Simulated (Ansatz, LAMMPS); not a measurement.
**Relaxing amorphous poly(propylene oxide) (as short chains C35O12H72), from a frame at 440 K (238 atoms)**

How does amorphous poly(propylene oxide) (as short chains C35O12H72), from a frame at 440 K (238 atoms) relax, and what do bonds, charges and levels look like afterwards?

Main program and level: Ansatz 0.2.0; Kohn-Sham DFT, PBE+D3(BJ), PAW (set soft_2), plane waves.

Most raw output is cut from this account.

## Step 1: The starting structure

The cell holds 238 atoms: 70 C, 24 O and 144 H. Its edges and angles: a = 13.683 Å, b = 13.683 Å, c = 13.683 Å, α = 90.0°, β = 90.0°, γ = 90.0°. 2 poly(propylene oxide) chains of 11 units with methyl end groups placed at random, at 0.888 g/cm³; overlaps pushed apart, then 20 ps at 800 K with MMFF94 bonds, angles, torsions, charges and radii (Halgren, J. Comput. Chem. 17, 490 (1996)) in harmonic and 12-6 forms. Snapshot after 30 ps at 440 K and fixed volume.

What the set-up can't give: The network of contacts between molecules at the start is that of the classical potential that made the cell. The density was typed from a rule of thumb and may lie off the real one at this temperature. Only the Γ point is sampled, in a cell whose shortest periodic width is 14 Å.

## Step 2: The classical run that made the cell

A classical potential supplies the starting structure, since it reaches far longer times than DFT.

This step: classical MD, MMFF94 bonds, angles, torsions, charges and radii (Halgren, J. Comput. Chem. 17, 490 (1996)) in harmonic and 12-6 forms; charges of ions scaled by 0.8 (LAMMPS 22 Jul 2025 - Update 4).

File in.lmp:

```
# amorphous poly(propylene oxide)
units real
atom_style full
boundary p p p
bond_style harmonic
angle_style harmonic
dihedral_style opls
improper_style harmonic
special_bonds lj 0 0 0.5 coul 0 0 0.75
read_data data.lmp
neigh_modify delay 0 every 1 check yes one 4000
comm_modify cutoff 12.0
timestep 0.5
thermo_style custom step time temp pe press density
thermo_modify norm yes
# push overlapping molecules apart
pair_style soft 2.6
pair_coeff * * 0.0
variable a equal ramp(1,60)
fix ad all adapt 1 pair soft a * * v_a
velocity all create 800 865062 mom yes dist gaussian
fix lim all nve/limit 0.03
fix lan all langevin 800 800 50 865063 zero yes
thermo 1000
run 3000 post no
unfix ad
pair_style lj/cut/coul/long 9.0
pair_modify mix arithmetic tail yes
pair_coeff 1 1 0.0678 3.3680   # C
pair_coeff 2 2 0.0763 3.0430   # O
pair_coeff 3 3 0.0216 2.5400   # H
kspace_style pppm 1.0e-4
thermo 100
minimize 1e-5 1e-3 300 3000
# [... 15 lines left out ...]
compute msd all msd com yes
thermo 7500
fix md all nvt temp 440 440 100
run 30000 post no
print "== T440: mean square displacement over the hold $(c_msd[4]:%.2f) A^2"
unfix md
uncompute msd
write_dump all custom T440.dump id type xs ys zs modify sort id
```

Run with:

```bash
$ lmp -in in.lmp -log none -nocite
```

Wall time 59 s (1 thread of Arm Neoverse V2, shared host); peak memory 0.12 GiB.

The input also reads data.lmp (atoms, bonds and types; not printed here).

## Step 3: Single point at the start

A single point comes first, to see the forces before anything moves.

File input.yaml:

```yaml
crystal:
  lattice:
    - [13.68279, 0.0, 0.0]
    - [0.0, 13.68279, 0.0]
    - [0.0, 0.0, 13.68279]
  atoms:
    - { symbol: C, position: [0.67817, 0.37487, 0.06276] }
    - { symbol: O, position: [0.70364, 0.31432, 0.98253] }
    - { symbol: C, position: [0.80043, 0.28687, 0.97512] }
    - { symbol: C, position: [0.81174, 0.22483, 0.88382] }
    - { symbol: C, position: [0.74847, 0.14143, 0.8831] }
    - { symbol: O, position: [0.91275, 0.1875, 0.88371] }
    - { symbol: C, position: [0.97277, 0.25215, 0.83105] }
    - { symbol: C, position: [0.07612, 0.21499, 0.83481] }
    - { symbol: C, position: [0.07653, 0.12508, 0.7736] }
    - { symbol: O, position: [0.13016, 0.28883, 0.79024] }
    - { symbol: C, position: [0.23219, 0.28039, 0.79411] }
    - { symbol: C, position: [0.27182, 0.35605, 0.86379] }
    - { symbol: C, position: [0.24287, 0.34703, 0.96886] }
    - { symbol: O, position: [0.3745, 0.34954, 0.86475] }
    - { symbol: C, position: [0.42313, 0.44428, 0.85431] }
    - { symbol: C, position: [0.4304, 0.48062, 0.74865] }
    - { symbol: C, position: [0.51567, 0.54094, 0.73615] }
    - { symbol: O, position: [0.34315, 0.53103, 0.72059] }
    - { symbol: C, position: [0.32229, 0.50653, 0.62571] }
    - { symbol: C, position: [0.23065, 0.55175, 0.59202] }
    - { symbol: C, position: [0.14062, 0.52246, 0.64246] }
    - { symbol: O, position: [0.21819, 0.53473, 0.48848] }
    - { symbol: C, position: [0.19113, 0.44073, 0.45669] }
    - { symbol: C, position: [0.17075, 0.44231, 0.34679] }
    - { symbol: C, position: [0.08599, 0.49253, 0.31019] }
    - { symbol: O, position: [0.15901, 0.33797, 0.3189] }
    - { symbol: C, position: [0.21798, 0.3141, 0.23972] }
    - { symbol: C, position: [0.24329, 0.21246, 0.23436] }
    - { symbol: C, position: [0.28455, 0.18652, 0.33411] }
    - { symbol: O, position: [0.31724, 0.19525, 0.1621] }
    - { symbol: C, position: [0.34104, 0.09022, 0.15048] }
    - { symbol: C, position: [0.32349, 0.06717, 0.04368] }
    [... 200 atom lines left out ...]
    - { symbol: H, position: [0.79011, 0.28116, 0.32219] }
    - { symbol: H, position: [0.79766, 0.29548, 0.19435] }
    - { symbol: H, position: [0.90549, 0.32178, 0.26418] }
    - { symbol: H, position: [0.96894, 0.02107, 0.17435] }
    - { symbol: H, position: [0.84582, 0.04735, 0.10488] }
    - { symbol: H, position: [0.95986, 0.07507, 0.04759] }
kpoints:
  mp_grid: { grid: [1, 1, 1] }
hamiltonian:
  xc: pbe
  dispersion: d3bj
scf:
  occupations: { method: fermi_dirac, width: 0.025 }
output:
  forces: true
  stress: true
  populations: intrinsic
  dos:
    method: { smearing: { sigma: 0.15 } }
    de: 0.1
    projected: { site_lists: { C: [C], H: [H], O: [O] } }
  eigenvalues: true
```

Run with:

```bash
$ ansatz run input.yaml --threads 4 --pin off --max-ram 8192MiB --backend cpu --events-out ev --progress --plain --runs-dir out
```

Elapsed: 50 s, on 4 threads of Arm Neoverse V2, shared host; peak memory 3.6 GiB.

The run gave:

| Property | Result |
| --- | --- |
| free energy | -33472.8823 eV |
| free energy per atom | -140.6424 eV/atom |
| SCF cycles | 10 |
| pressure | 2.599 GPa |
| r.m.s. force component | 1.13 eV/Å |
| longest force | 5.867 eV/Å |
| Fermi energy | 1.227 eV |
| gap (highest filled to lowest empty level) | 4.184 eV |

The r.m.s. force component of 1.1 eV/Å and the pressure of 2.6 GPa set the starting point.

Length of the force by element:

| element | coordination | atoms | mean length of the force (eV/Å) | spread | least | most |
| --- | --- | --- | --- | --- | --- | --- |
| C | all | 70 | 2.48 | 1.07 | 0.586 | 5.87 |
| H | all | 144 | 1.21 | 0.861 | 0.113 | 5.76 |
| O | all | 24 | 1.71 | 0.718 | 0.616 | 3.43 |

## Step 4: Relaxation

The atoms are relaxed in the fixed cell, aiming at the force tolerance of the input.

input.yaml, the sections that differ from step 3:

```yaml
output:
  forces: true
relax:
  f_tol: 0.05
  max_steps: 200
# crystal, kpoints, hamiltonian, scf: as in step 3
```

Run time: 12 min. Hardware: 4 threads; peak memory 3.5 GiB; 45 min of CPU time.

Step by step (22 of 34):

| step | energy less that of the first step (eV) | largest force component (eV/Å) |
| --- | --- | --- |
| 1 | 0.0000 | 5.7038 |
| 3 | -12.6271 | 0.4927 |
| 4 | -13.0011 | 0.3448 |
| 6 | -13.4316 | 0.1535 |
| 7 | -13.5175 | 0.1637 |
| 9 | -13.6595 | 0.0826 |
| 10 | -13.7202 | 0.0868 |
| 12 | -13.8183 | 0.2324 |
| 14 | -13.8659 | 0.2993 |
| 15 | -13.9066 | 0.1056 |
| 17 | -13.9357 | 0.1335 |
| 18 | -13.9582 | 0.2032 |
| 20 | -13.9812 | 0.1036 |
| 21 | -13.9907 | 0.0894 |
| 23 | -14.0070 | 0.1513 |
| 25 | -14.0256 | 0.2175 |
| 26 | -14.0367 | 0.1931 |
| 28 | -14.0517 | 0.1706 |
| 29 | -14.0598 | 0.1070 |
| 31 | -14.0683 | 0.0816 |
| 32 | -14.0725 | 0.0558 |
| 34 | -14.0772 | 0.0353 |

The atoms that moved most (Å):

| atom | dx | dy | dz | length |
| --- | --- | --- | --- | --- |
| H169 | -1.338 | 2.075 | -2.289 | 3.367 |
| H167 | -1.393 | 1.977 | -1.794 | 3.011 |
| H168 | -1.986 | 1.865 | -1.237 | 2.992 |
| C120 | -1.348 | 1.881 | -1.644 | 2.839 |
| H119 | -1.053 | -2.165 | 0.057 | 2.409 |
| H118 | -1.048 | -1.473 | -0.675 | 1.930 |
| O121 | -0.516 | 1.350 | -1.215 | 1.888 |
| H48 | -1.089 | -1.418 | -0.019 | 1.789 |

The relaxation changed the energy by -59.1 meV/atom, and atoms moved by 0.90 Å r.m.s., 3.4 Å at most.

## Step 5: Structure statistics after relaxation

Bonds before and after, by the cutoffs listed below:

| pair | bonds before | bonds after | mean before (Å) | mean after (Å) | spread before (Å) | spread after (Å) |
| --- | --- | --- | --- | --- | --- | --- |
| H-C | 144 | 144 | 1.089 | 1.101 | 0.036 | 0.004 |
| C-C | 44 | 44 | 1.517 | 1.525 | 0.043 | 0.005 |
| C-O | 48 | 48 | 1.433 | 1.428 | 0.039 | 0.007 |

Density 0.888 g/cm³, 10.76 Å³ an atom.

Pair distribution functions g(r), in bins of 0.2 Å:

| r (Å) | total | H-H | H-C | H-O | C-C | C-O | O-O |
| --- | --- | --- | --- | --- | --- | --- | --- |
| 1.00 | 2.15 | 0.00 | 6.05 | 0.00 | 0.00 | 0.00 | 0.00 |
| 1.20 | 2.13 | 0.00 | 6.00 | 0.00 | 0.00 | 0.00 | 0.00 |
| 1.40 | 0.85 | 0.00 | 0.00 | 0.00 | 0.00 | 14.35 | 0.00 |
| 1.60 | 0.68 | 0.00 | 0.00 | 0.00 | 7.85 | 0.00 | 0.00 |
| 1.80 | 1.14 | 3.12 | 0.00 | 0.00 | 0.00 | 0.00 | 0.00 |
| 2.00 | 0.63 | 0.02 | 0.00 | 5.10 | 0.00 | 0.00 | 0.00 |
| 2.20 | 1.41 | 0.53 | 3.32 | 0.26 | 0.00 | 0.00 | 0.00 |
| 2.40 | 1.16 | 1.37 | 0.17 | 0.30 | 1.80 | 6.88 | 0.00 |
| 2.60 | 1.46 | 1.60 | 0.83 | 3.77 | 1.37 | 0.00 | 0.00 |
| 2.80 | 0.91 | 0.66 | 1.33 | 1.35 | 0.05 | 0.23 | 1.31 |
| 3.00 | 0.82 | 1.27 | 0.53 | 0.43 | 0.46 | 0.89 | 2.38 |
| 3.20 | 0.55 | 0.59 | 0.63 | 0.35 | 0.61 | 0.24 | 0.00 |
| 3.40 | 0.80 | 0.70 | 0.98 | 1.40 | 0.15 | 0.21 | 0.00 |
| 3.60 | 0.86 | 0.89 | 0.90 | 0.64 | 0.97 | 0.28 | 3.48 |
| 3.80 | 0.90 | 1.18 | 0.85 | 0.54 | 0.53 | 0.80 | 0.51 |
| 4.00 | 1.08 | 0.93 | 1.34 | 1.20 | 0.88 | 0.68 | 0.22 |
| 4.20 | 0.89 | 0.94 | 0.90 | 0.67 | 1.04 | 0.82 | 0.61 |
| 4.40 | 1.02 | 1.12 | 1.01 | 0.98 | 1.11 | 0.63 | 0.00 |
| 4.60 | 1.09 | 1.32 | 0.94 | 1.10 | 1.01 | 0.74 | 0.83 |
| 4.80 | 1.06 | 0.95 | 1.16 | 0.85 | 1.42 | 1.20 | 0.46 |
| 5.00 | 1.10 | 1.10 | 1.17 | 1.06 | 1.10 | 0.87 | 0.99 |
| 5.20 | 1.00 | 0.99 | 0.99 | 1.04 | 1.03 | 1.11 | 0.92 |
| 5.40 | 0.96 | 0.92 | 0.92 | 0.97 | 1.11 | 1.21 | 0.97 |
| 5.60 | 1.01 | 0.98 | 1.07 | 0.97 | 1.06 | 0.79 | 0.79 |
| 5.80 | 0.99 | 0.99 | 0.98 | 0.95 | 0.99 | 1.06 | 1.27 |
| 6.00 | 1.04 | 0.97 | 1.02 | 1.15 | 1.12 | 1.26 | 1.37 |
| 6.20 | 1.02 | 0.96 | 1.00 | 1.17 | 0.99 | 1.17 | 1.37 |
| 6.40 | 1.04 | 1.03 | 1.10 | 1.02 | 0.94 | 0.92 | 0.52 |

Bonds by pair of elements; cutoffs follow the first minimum of g(r), held within bounds set by covalent radii, and pairs that aren't listed don't count as bonded:

| pair A-B | cutoff (Å) | bonds | mean length (Å) | spread (Å) | shortest (Å) | B about A | A about B |
| --- | --- | --- | --- | --- | --- | --- | --- |
| H-C | 1.34 | 144 | 1.10 | 0.004 | 1.09 | 1 | 2.06 |
| C-C | 1.85 | 44 | 1.52 | 0.005 | 1.51 | 1.26 | 1.26 |
| C-O | 1.73 | 48 | 1.43 | 0.007 | 1.42 | 0.686 | 2 |

How many atoms have how many bonded neighbours:

| element | mean | 1 | 2 | 4 |
| --- | --- | --- | --- | --- |
| C | 4 | 0 | 0 | 70 |
| H | 1 | 144 | 0 | 0 |
| O | 2 | 0 | 24 | 0 |

Bond angles (no mean is given where the spread exceeds 20°):

| angle | count | mean (°) | spread (°) |
| --- | --- | --- | --- |
| C-C-H | 154 | 110 | 1.1 |
| H-C-H | 100 | 108 | 0.5 |
| H-C-O | 78 | 110 | 1.8 |
| C-C-O | 66 | 110 | 2.5 |
| C-O-C | 24 | 114 | 1.2 |

With the cutoffs above, all C atoms have 4, all H atoms have 1 and all O atoms have 2 bonded neighbours. The C-C-H angle averages 110° with a spread of 1.1°.

## Step 6: Single point at the relaxed geometry

The electronic structure is read at the final geometry, in a run of its own.

File input.yaml:

```yaml
crystal:
  lattice:
    - [13.68279, 0.0, 0.0]
    - [0.0, 13.68279, 0.0]
    - [0.0, 0.0, 13.68279]
  atoms:
    - { symbol: C, position: [0.62834, 0.30831, 0.0594] }
    - { symbol: O, position: [0.6683, 0.27466, 0.96996] }
    - { symbol: C, position: [0.76742, 0.24542, 0.97973] }
    - { symbol: C, position: [0.80167, 0.20331, 0.88182] }
    - { symbol: C, position: [0.74716, 0.11027, 0.85568] }
    - { symbol: O, position: [0.9033, 0.17966, 0.88444] }
    - { symbol: C, position: [0.96811, 0.26107, 0.88523] }
    - { symbol: C, position: [0.06637, 0.22763, 0.84396] }
    - { symbol: C, position: [0.05896, 0.19412, 0.73803] }
    - { symbol: O, position: [0.13071, 0.30907, 0.85667] }
    - { symbol: C, position: [0.22953, 0.28781, 0.83245] }
    - { symbol: C, position: [0.29611, 0.36495, 0.87749] }
    - { symbol: C, position: [0.2863, 0.37189, 0.9879] }
    - { symbol: O, position: [0.39315, 0.33519, 0.85025] }
    - { symbol: C, position: [0.4606, 0.41267, 0.83527] }
    - { symbol: C, position: [0.46576, 0.44616, 0.72907] }
    - { symbol: C, position: [0.55107, 0.51583, 0.71275] }
    - { symbol: O, position: [0.37476, 0.49301, 0.70518] }
    - { symbol: C, position: [0.34641, 0.48088, 0.60607] }
    - { symbol: C, position: [0.25178, 0.53814, 0.58867] }
    - { symbol: C, position: [0.17037, 0.5101, 0.65924] }
    - { symbol: O, position: [0.22241, 0.53196, 0.48796] }
    - { symbol: C, position: [0.20239, 0.43606, 0.4526] }
    - { symbol: C, position: [0.13777, 0.44394, 0.36156] }
    - { symbol: C, position: [0.03386, 0.47342, 0.38593] }
    - { symbol: O, position: [0.13327, 0.35015, 0.31502] }
    - { symbol: C, position: [0.21511, 0.32639, 0.25541] }
    - { symbol: C, position: [0.23406, 0.21664, 0.26355] }
    - { symbol: C, position: [0.26315, 0.18684, 0.36671] }
    - { symbol: O, position: [0.30869, 0.19615, 0.19304] }
    - { symbol: C, position: [0.32801, 0.09468, 0.1793] }
    - { symbol: C, position: [0.3393, 0.07463, 0.0696] }
    [... 200 atom lines left out ...]
    - { symbol: H, position: [0.84656, 0.2945, 0.30668] }
    - { symbol: H, position: [0.85724, 0.3109, 0.17785] }
    - { symbol: H, position: [0.96393, 0.31194, 0.25325] }
    - { symbol: H, position: [0.98898, 0.00024, 0.156] }
    - { symbol: H, position: [0.8815, 0.03858, 0.09176] }
    - { symbol: H, position: [0.99928, 0.05836, 0.03897] }
kpoints:
  mp_grid: { grid: [1, 1, 1] }
hamiltonian:
  xc: pbe
  dispersion: d3bj
scf:
  occupations: { method: fermi_dirac, width: 0.025 }
output:
  forces: true
  stress: true
  populations: intrinsic
  dos:
    method: { smearing: { sigma: 0.15 } }
    de: 0.1
    projected: { site_lists: { C: [C], H: [H], O: [O] } }
  eigenvalues: true
  write_density: true
  write_potential: true
  volumetric_format: npy
  elf: true
```

The job ended after 53 s (4 threads; peak memory 3.6 GiB).

The program notes that the exchange-correlation potential is rough where the density is thin.

Read from the output:

| Property | Result |
| --- | --- |
| free energy | -33486.9595 eV |
| free energy per atom | -140.7015 eV/atom |
| SCF cycles | 10 |
| pressure | -0.2445 GPa |
| r.m.s. force component | 0.00557 eV/Å |
| longest force | 0.03934 eV/Å |
| Fermi energy | 1.208 eV |
| gap (highest filled to lowest empty level) | 4.178 eV |

Intrinsic-atomic-orbital charges by element:

| element | coordination | atoms | mean charge (e) | spread | least | most |
| --- | --- | --- | --- | --- | --- | --- |
| C | all | 70 | -0.199 | 0.246 | -0.556 | 0.0848 |
| H | all | 144 | 0.163 | 0.017 | 0.130 | 0.198 |
| O | all | 24 | -0.399 | 0.0073 | -0.410 | -0.381 |

(Continued in part 2 of 2.)

[Logs are printed without paths, hosts, clocks, repeated set-up lines and the standing remarks that a program may print on its own settings, such as how far it seeks lower states.]

[Hosts, paths, dates, database ids (printed as entryN), source tags and the programs' standing remarks are cut or masked in the printed files.]

[The MMFF94 radii named for the starting cell were scaled by 0.96; in molecules described by MMFF94, hydrogen bound to N, O or S took a small fixed 12-6 site in their place.]
